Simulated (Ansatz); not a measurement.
# ScAlSe3 (model cell, started as cubic perovskite with Al in the octahedra): a soft mode frozen in

Wanted: the energy along a soft mode of ScAlSe3 (model cell, started as cubic perovskite with Al in the octahedra) and the structure at the end.

Main program and level: Ansatz 0.2.0; DFT PBE, scalar-relativistic, plane waves, PAW; PAW set soft_1.

This is a report of a sequence of runs, with most program output left out.

The structure was built from a prototype and need not be the compound's stable phase.

## Step 1: The structure

It takes space group Pm-3m (No. 221, cubic). The conventional cell has a = 4.862 Å, b = 4.862 Å, c = 4.862 Å, α = 90.00°, β = 90.00°, γ = 90.00°. Nearest to Sc lie 12 Se at 3.44 Å. Nearest to Al lie 6 Se at 2.43 Å. Se has 2 Al at 2.43 Å and 4 Sc at 3.44 Å nearest. Farther neighbours and most contacts between anions are not listed.

## Step 2: Response at finite wavevector

The cell comes from relaxations at this level that are not shown. Stability and thermal properties need the whole zone. Linear response on a 2×2×2 q mesh gives force constants as far as a supercell of that size would.

Input file input.yaml:

```yaml
crystal:
  lattice:
    - [4.8618479548, 0.0, 0.0]
    - [0.0, 4.8618479548, 0.0]
    - [0.0, 0.0, 4.8618479548]
  atoms:
    - { symbol: Sc, position: [0.0, 0.0, 0.0] }
    - { symbol: Al, position: [0.5, 0.5, 0.5] }
    - { symbol: Se, position: [0.5, 0.5, 0.0] }
    - { symbol: Se, position: [0.5, 0.0, 0.5] }
    - { symbol: Se, position: [0.0, 0.5, 0.5] }
kpoints:
  mp_grid: { grid: [8, 8, 8] }
hamiltonian:
  xc: pbe
  pseudopotentials: { kind: paw, azcp: { folder: soft_1 } }
scf:
  occupations: { method: methfessel_paxton, width: 0.2 }
output:
  eigenvalues: true
phonons:
  method: dfpt
  qmesh: [2, 2, 2]
  temperatures: { t_max: 1000, t_step: 50 }
  qpath:
    path:
      - [[0.0, 0.0, 0.0], [0.0, 0.5, 0.0], [0.5, 0.5, 0.0], [0.0, 0.0, 0.0], [0.5, 0.5, 0.5], [0.0, 0.5, 0.0]]
      - [[0.5, 0.5, 0.5], [0.5, 0.5, 0.0]]
    npoints: 10
```

Launch:

```sh
$ ansatz run input.yaml --threads 4 --pin off --max-ram 16384MiB --backend cpu --events-out ev --progress --plain --runs-dir out
```

The job ended after 5 min (4 threads of Arm Neoverse V2, shared host; peak memory 1.7 GiB).

This step gave:

- volume per atom: 22.98 Å³
- gap on the k-mesh: 0 eV
- sum-rule residual before enforcement: 2.18e-5 eV/Å²
- lowest frequency on the path: -187.0 cm⁻¹
- point group: m-3m
- highest frequency on the path or at a solved wavevector: 337 cm⁻¹
- highest optical mode at the zone centre (no LO-TO term): 335.2 cm⁻¹
- lowest optical zone-centre mode: -187.0 cm⁻¹
- lowest mode on the q mesh (acoustic modes at Γ apart): -187.0 cm⁻¹

Frequencies (cm⁻¹) solved at each irreducible wavevector; negative means imaginary. Frequencies by wavevector, by row:

| q in reciprocal lattice units | star | mode 1 | mode 2 | mode 3 | mode 4 | mode 13 | mode 14 | mode 15 |
| --- | --- | --- | --- | --- | --- | --- | --- | --- |
| 0 0 0 | 1 | -187 | -187 | -187 | -119.6 | 335.2 | 335.2 | 335.2 |
| 0 0 -0.5 | 3 | -169.1 | -169.1 | -112.7 | -90.1 | 311.7 | 334 | 334 |
| 0 -0.5 -0.5 | 3 | -175.1 | -175.1 | -153.3 | -88.4 | 323.5 | 323.5 | 332.4 |
| -0.5 -0.5 -0.5 | 1 | -183.2 | -183.2 | -183.2 | -175.2 | 337 | 337 | 337 |

Interpolated from a 2×2×2 q mesh. The phonon branches at the labelled points (cm⁻¹):

| point | branch 1 | branch 2 | branch 3 | branch 4 | branch 12 | branch 13 | branch 14 | branch 15 |
| --- | --- | --- | --- | --- | --- | --- | --- | --- |
| Γ | -187 | -187 | -187 | -120 | 59 | 335 | 335 | 335 |
| halfway | -178 | -178 | -144 | -116 | 152 | 327 | 335 | 335 |
| X | -169 | -169 | -113 | -90 | 218 | 312 | 334 | 334 |
| halfway | -172 | -145 | -144 | -137 | 223 | 318 | 330 | 333 |
| M | -175 | -175 | -153 | -88 | 248 | 324 | 324 | 332 |
| halfway | -170 | -161 | -146 | -131 | 172 | 326 | 332 | 334 |
| Γ | -187 | -187 | -187 | -120 | 59 | 335 | 335 | 335 |
| halfway | -168 | -168 | -139 | -132 | 190 | 327 | 327 | 336 |
| R | -183 | -183 | -183 | -175 | 268 | 337 | 337 | 337 |
| halfway | -164 | -164 | -156 | -149 | 230 | 324 | 329 | 336 |
| X | -169 | -169 | -113 | -90 | 218 | 312 | 334 | 334 |
| jump to R | -183 | -183 | -183 | -175 | 268 | 337 | 337 | 337 |
| halfway | -178 | -178 | -165 | -148 | 251 | 330 | 330 | 335 |
| M | -175 | -175 | -153 | -88 | 248 | 324 | 324 | 332 |

Symmetry leaves 4 wavevectors to solve. The lowest mode among them, the acoustic zeros apart, lies at Γ and is imaginary, 187.0i cm⁻¹, so the energy falls along it.

## Step 3: The mode frozen in, largest atomic shift 0 Å

The mode followed lies at Γ with frequency 187.0i cm⁻¹ and is 3-fold degenerate, the softest among the wavevectors solved. At small amplitude the distorted cell has space group no. 99 by a symmetry search on the positions. The undistorted cell that holds it gives the zero of energy on the same k mesh.

input.yaml, the sections that differ from step 2:

```yaml
output:
  forces: true
  stress: true
  eigenvalues: true
# crystal, kpoints, hamiltonian, scf: as in step 2
# phonons: removed
```

Elapsed: 2.3 s, on 4 threads; peak memory 0.49 GiB.

Numbers from this step:

| Item | Value |
| --- | --- |
| pressure | -0.001807 GPa |
| energy from the undistorted cell | 0 meV/atom |

The run ends at a pressure of 0.00 GPa.

## Step 4: The mode frozen in, largest atomic shift 0.6 Å

The atoms are moved along the unstable eigenvector, the largest shift by 0.6 Å, with the cell fixed.

input.yaml, the sections that differ from step 3:

```yaml
crystal:
  lattice:
    - [4.8618479548, 0.0, 0.0]
    - [0.0, 4.8618479548, 0.0]
    - [0.0, 0.0, 4.8618479548]
  atoms:
    - { symbol: Sc, position: [0.0, -0.1234098651, 0.0] }
    - { symbol: Al, position: [0.5, 0.4892853055, 0.5] }
    - { symbol: Se, position: [0.5, 0.5364535851, 0.0] }
    - { symbol: Se, position: [0.5, 0.0010073219, 0.5] }
    - { symbol: Se, position: [0.0, 0.5364535851, 0.5] }
# kpoints, hamiltonian, scf, output: as in step 3
```

It took 8.3 s on 4 threads; peak memory 0.54 GiB.

Numbers from this step:

```
pressure                         : 1.969 GPa
energy from the undistorted cell : -174.0 meV/atom
```

The energy, extrapolated to zero smearing, is -174.03 meV/atom against the undistorted cell.

The run ends at a pressure of 1.97 GPa, with forces up to 1.2 eV/Å.

## Step 5: Energy along the mode, all amplitudes (two of the runs are shown above)

An imaginary frequency means negative curvature, so the energy should fall and then rise again as anharmonic terms take over.

This step gave:

```yaml
depth_at_the_lowest_point_sampled: 174.0 meV/atom
largest_atomic_shift_at_that_point: 0.6 Å
```

Table of energy from the parent by largest atomic shift:

| largest atomic shift (Å) | energy from the parent (meV/atom) |
| --- | --- |
| 0.000 | 0 |
| 0.040 | -1.20 |
| 0.080 | -4.78 |
| 0.140 | -14.4 |
| 0.220 | -34.1 |
| 0.320 | -67.4 |
| 0.450 | -118 |
| 0.600 | -174 |

Displacement at unit largest shift by atom:

| atom | x (Å) | y (Å) | z (Å) | size |
| --- | --- | --- | --- | --- |
| Sc1 | 0.00 | -1.00 | 0.00 | 1.00 |
| Al2 | 0.00 | -0.09 | 0.00 | 0.09 |
| Se3 | 0.00 | 0.29 | 0.00 | 0.29 |
| Se4 | 0.00 | 0.01 | 0.00 | 0.01 |
| Se5 | 0.00 | 0.29 | 0.00 | 0.29 |

The lowest of the steps tried is the last one, at 0.6 Å, 174 meV/atom below the parent; the bottom of the well need not coincide with a step.

## Step 6: Relaxation from the frozen mode

Starting from the lowest point found, all atoms and the cell are let go, so that strain and other modes of the same symmetry can join in.

Changes to input.yaml since step 4:

```diff
@@ -22 +22,6 @@
   eigenvalues: true
+relax:
+  adjacent_minimum: "off"
+  f_tol: 0.002
+  max_steps: 120
+  cell: { stress_tol: 0.03 }
```

Run time: 2.8 min. Hardware: 4 threads; peak memory 0.63 GiB.

The steps of the relaxation:

| step | energy less that of the first step (eV) | largest force component (eV/Å) | pressure (GPa) | volume (Å³) |
| --- | --- | --- | --- | --- |
| 1 | 0.0000 | 1.2161 | 1.97 | 114.92 |
| 2 | -0.3581 | 0.5033 | 1.89 | 118.36 |
| 3 | -0.6089 | 0.7169 | 1.01 | 123.48 |
| 4 | -0.8786 | 0.6428 | 0.27 | 126.63 |
| 5 | -1.1200 | 0.7468 | 0.46 | 127.93 |
| 6 | -1.1928 | 1.5032 | 1.01 | 127.24 |
| 7 | -1.3170 | 0.3546 | 0.08 | 130.16 |
| 8 | -0.9595 | 0.5359 | 7.70 | 114.25 |
| 9 | -1.3318 | 0.1131 | 0.02 | 128.74 |
| 10 | -1.3346 | 0.0115 | -0.09 | 128.92 |
| 11 | -1.3346 | 0.0033 | -0.02 | 128.74 |
| 12 | -1.3346 | 0.0003 | 0.00 | 128.70 |
| 13* | -1.3748 | 0.0034 | 0.43 | 128.70 |
| 14 | -1.3803 | 0.1626 | -0.11 | 130.37 |
| 15 | -1.3815 | 0.0189 | 0.01 | 130.18 |
| 16 | -1.3814 | 0.0201 | 0.01 | 130.29 |
| 17 | -1.3815 | 0.0002 | 0.00 | 130.25 |
| 18* | -1.3816 | 0.0002 | 0.00 | 130.25 |

Relaxation steps marked * repeat the geometry before them on a plane-wave basis chosen anew for their cell, so energy and pressure can jump there. Relaxation steps 8, 16 were tried and not accepted.

Forces are held to the 8 operations that the run works with; a distortion that breaks them can't arise in this run.

| cell as run | before | after | change |
| --- | --- | --- | --- |
| a (Å) | 4.862 | 4.588 | -5.6 % |
| b (Å) | 4.862 | 6.189 | +27.3 % |
| c (Å) | 4.862 | 4.588 | -5.6 % |
| volume (Å³/atom) | 22.98 | 26.05 | +13.3 % |

The atoms that moved most (Å, as changes of fractional coordinates times the final cell):

| atom | dx | dy | dz | length |
| --- | --- | --- | --- | --- |
| Al2 | 0.000 | -0.462 | 0.000 | 0.462 |
| Sc1 | 0.000 | -0.343 | 0.000 | 0.343 |
| Se3 | 0.000 | 0.298 | 0.000 | 0.298 |
| Se5 | 0.000 | 0.298 | 0.000 | 0.298 |
| Se4 | 0.000 | 0.210 | 0.000 | 0.210 |

Final coordinates:

```xyz
5
Lattice="4.5877 0.0000 0.0000 0.0000 6.1888 0.0000 0.0000 0.0000 4.5877" Properties=species:S:1:pos:R:3 pbc="T T T"
Sc    0.0000   -1.1069    0.0000
Al    2.2938    2.5659    2.2938
Se    2.2938    3.6176    0.0000
Se    2.2938    0.2164    2.2938
Se    0.0000    3.6176    2.2938
```

Numbers from this step:

- pressure: -3.14e-4 GPa
- volume per atom: 26.05 Å³

The distorted start has space group P4mm; the relaxation ends in P4mm.

## Step 7: The new phase in its own primitive cell

The relaxed structure is symmetrised, reduced to its primitive cell and relaxed tightly, as its phonons need.

input.yaml, the sections that differ from step 6:

```yaml
crystal:
  lattice:
    - [4.5876596272, 0.0, 0.0]
    - [0.0, 4.5876596272, 0.0]
    - [0.0, 0.0, 6.1888278998]
  atoms:
    - { symbol: Sc, position: [0.0, 0.0, 0.1788482073] }
    - { symbol: Al, position: [0.5, 0.5, 0.5853963312] }
    - { symbol: Se, position: [0.5, 0.0, 0.4154654532] }
    - { symbol: Se, position: [0.5, 0.5, 0.9650346225] }
    - { symbol: Se, position: [0.0, 0.5, 0.4154654532] }
kpoints:
  mp_grid: { grid: [8, 8, 6] }
relax:
  adjacent_minimum: "off"
  f_tol: 0.001
  max_steps: 60
  cell: { stress_tol: 0.01 }
# hamiltonian, scf, output: as in step 6
```

Wall time 16 s (4 threads); peak memory 0.57 GiB.

Little changed from the start: no atom moved by 0.005 Å and no cell edge by 0.1 %.

Numbers from this step:

* pressure: -9.76e-4 GPa

The largest force component left is 0.46 meV/Å and the pressure is -0.001 GPa, within the tolerances set. The cell now holds 26.05 Å³/atom.

## Step 8: Modes of the new phase, k-mesh 8×8×6

A relaxed structure may still be a saddle point, so its zone-centre modes are computed. No field response is asked, since the mesh shows no gap.

Changes to input.yaml since step 7:

```diff
@@ -19,9 +19,4 @@
 output:
-  forces: true
-  stress: true
   eigenvalues: true
-relax:
-  adjacent_minimum: "off"
-  f_tol: 0.001
-  max_steps: 60
-  cell: { stress_tol: 0.01 }
+phonons:
+  method: dfpt
```

It took 2 min on 4 threads; peak memory 1.8 GiB; 7.5 min of CPU time.

This step gave:

```
sum-rule residual before enforcement                    : 3.23e-5 eV/Å²
point group                                             : 4mm
highest optical mode at the zone centre (no LO-TO term) : 388.6 cm⁻¹
lowest optical zone-centre mode                         : -63.59 cm⁻¹
```

Patterns of degenerate modes are one choice out of their space. The modes at Γ (shares of kinetic energy by element, %) (negative means imaginary):

| mode | frequency (cm⁻¹) | symmetry | Sc % | Al % | Se % |
| --- | --- | --- | --- | --- | --- |
| 1 | -63.6 | E | 26 | 0 | 73 |
| 2 | -63.6 | E | 26 | 0 | 73 |
| 3 | 0.0 | acoustic | 15 | 9 | 77 |
| 4 | 0.0 | acoustic | 15 | 9 | 77 |
| 5 | 0.0 | acoustic | 15 | 9 | 77 |
| 6 | 95.4 | B1 | 0 | 0 | 100 |
| 7 | 104.9 | E | 17 | 24 | 59 |
| 8 | 104.9 | E | 17 | 24 | 59 |
| 9 | 166.7 | A1 | 15 | 5 | 81 |
| 10 | 199.8 | E | 42 | 2 | 57 |
| 11 | 199.8 | E | 42 | 2 | 57 |
| 12 | 225.7 | A1 | 70 | 1 | 30 |
| 13 | 268.5 | E | 0 | 66 | 34 |
| 14 | 268.5 | E | 0 | 66 | 34 |
| 15 | 388.6 | A1 | 1 | 86 | 13 |

Displacements in mode 1 (-63.6 cm⁻¹), the largest set to 1:
```
Sc1  0.34 -0.89  0.00
Al2 -0.04  0.10  0.00
Se3  0.19 -0.03  0.00
Se4 -0.38  1.00  0.00
Se5  0.01 -0.50  0.00
```

Displacements in mode 12 (225.7 cm⁻¹), the largest set to 1:
```
Sc1  0.00  0.00  1.00
Al2  0.00  0.00  0.11
Se3  0.00  0.00 -0.34
Se4  0.00  0.00  0.08
Se5  0.00  0.00 -0.34
```

Before it was imposed, the acoustic sum rule was missed by 3.2e-5 eV/Å². Small misses are needed for a sound result but don't prove that mesh and cutoff are converged. The lowest optical mode is imaginary, 63.6i cm⁻¹, so the energy falls along it.

## Step 9: Results

| Item | Value |
| --- | --- |
| unstable mode of the parent | q = (0, 0, 0), 187i cm⁻¹ |
| depth at the lowest point sampled | 174 meV/atom |
| largest atomic shift at that point | 0.6 Å |
| space group reached (within 0.01 Å) | P4mm |
| energy gained over the parent (first relaxation, on the mesh of the frozen mode) | 450 meV/atom |
| volume per atom, phase reached | 26.1 Å³ |
| lowest optical zone-centre mode, phase reached | -63.6 cm⁻¹ |
| highest optical mode at the zone centre (no LO-TO term), phase reached | 389 cm⁻¹ |

**Reading.** Along this mode the structure falls into P4mm, 450 meV/atom below the parent. At the parent's cell the well is 174.0 meV/atom deep on the steps tried, with its lowest point at a shift of 0.6 Å. That is the last step tried, so the steps alone don't bracket the bottom of the well. Relaxing atoms and cell changes the gain by +276.34 meV/atom against the lowest step (energies at zero smearing). Most of the total comes from this relaxation. The new phase still has an imaginary mode at the zone centre of its cell, so it is a saddle point on the way to a lower structure. Of the 6 patterns followed to their end from this parent, this one ends 219 meV/atom above the lowest, Amm2. Each path keeps the symmetry of its pattern, so a lower phase may lie along a pattern not tried. With no gap, or one that is small against the smearing, the frequencies hang on the k mesh and the smearing, most of all near Kohn anomalies. A semilocal functional can close a gap that the real compound would have, so the metallic treatment may be an artefact of the level. The starting cell was built on a prototype and not taken from a measurement, so the phase need not exist.

[Logs are printed without paths, hosts, clocks, repeated set-up lines and the standing remarks that a program may print on its own settings, such as how far it seeks lower states.]

[Hosts, paths, dates, database ids (printed as entryN), source tags and the programs' standing remarks are cut or masked in the printed files.]
